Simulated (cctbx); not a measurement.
# Symmetry from intensities

Cell: a = 4.2800 Å, b = 18.9500 Å, c = 13.2940 Å, α = 90.00°, β = 90.00°, γ = 90.00°. Expected content of the cell: Yb4 Ba8 Se20 Ga4.

The data are simulated with cctbx, not measured: Ag Kα, λ = 0.56087 Å, to d = 0.75 Å, 80 % of the full sphere, strongest reflection 5000 counts, noise from counting, a 1.5 % proportional error and a noise floor of 8 counts (s.d.); no absorption, some extinction.

Tests on the unmerged data give:

```text
8571 reflections to d = 0.750 A
centring   violations  <I/sigma> of those
    A       1503 of  4276      4.0
    B       1503 of  4280      4.0
    C          0 of  4278     -0.0
    I       1433 of  4263      3.8
    R       2005 of  5710      4.0
    F       1503 of  6417      2.7
Laue class    unique    Rint  (classes that these axes allow; Friedel mates merged)
C 1 2/m 1        1375   0.066
C 2/m 1 1        1498   0.066
C m m m           809   0.071
space group    extra absences  I>4sigma  <I/sigma>
C 2 2 21               15          0       0.1  acentric
C 2 2 2                 0          0         -  acentric
C m m 2                 0          0         -  acentric
C m c 21               57          0       0.0  acentric
C 2 m m                 0          0         -  acentric
C m 2 m                 0          0         -  acentric
C 2 c m                57          0       0.0  acentric
C m c m                57          0       0.0  centric
C m m m                 0          0         -  centric
Wilson B = 0.69 A^2   <|E^2-1|> = 0.711 (0.968 centric, 0.736 acentric)   E^2>4: 1.1 %
shell (A)         n   <I/sigma>
13.30 - 1.50    121     21.9
 1.50 - 1.19    106     21.0
 1.19 - 1.04    100     17.0
 1.04 - 0.95    100     16.3
 0.95 - 0.88     92     15.5
 0.88 - 0.83     99     12.2
 0.83 - 0.78    101     13.4
 0.78 - 0.75     90     11.7
```

**Question.** What are the lattice type, the Laue class and the likely space group?

The reflections that C centring forbids are absent (⟨I/σ⟩ near 0), so the lattice is C.

Rint stays low (0.066 to 0.071) up to C m m m, the highest class in these axes. It includes Bijvoet differences, since Friedel mates are merged.

9 settings pass the absence test. The most absences obeyed, 57, belong to C m c 21, C 2 c m and C m c m, which absences can't tell apart.

⟨|E²−1|⟩ = 0.711 leans to a non-centrosymmetric structure. The Wilson B of 0.69 Å² means U ≈ 0.0087 Å².

The true group is Cmc2_1 (no. 36), Laue class mmm, non-centrosymmetric. The tables only narrow the choice to the tied entries; cell content, site symmetry and trial solutions must settle it.

This is a model crystal, built by substitution and not relaxed, with assumed displacement parameters.

[Logs are printed without paths, hosts, clocks, repeated set-up lines and the standing remarks that a program may print on its own settings, such as how far it seeks lower states.]
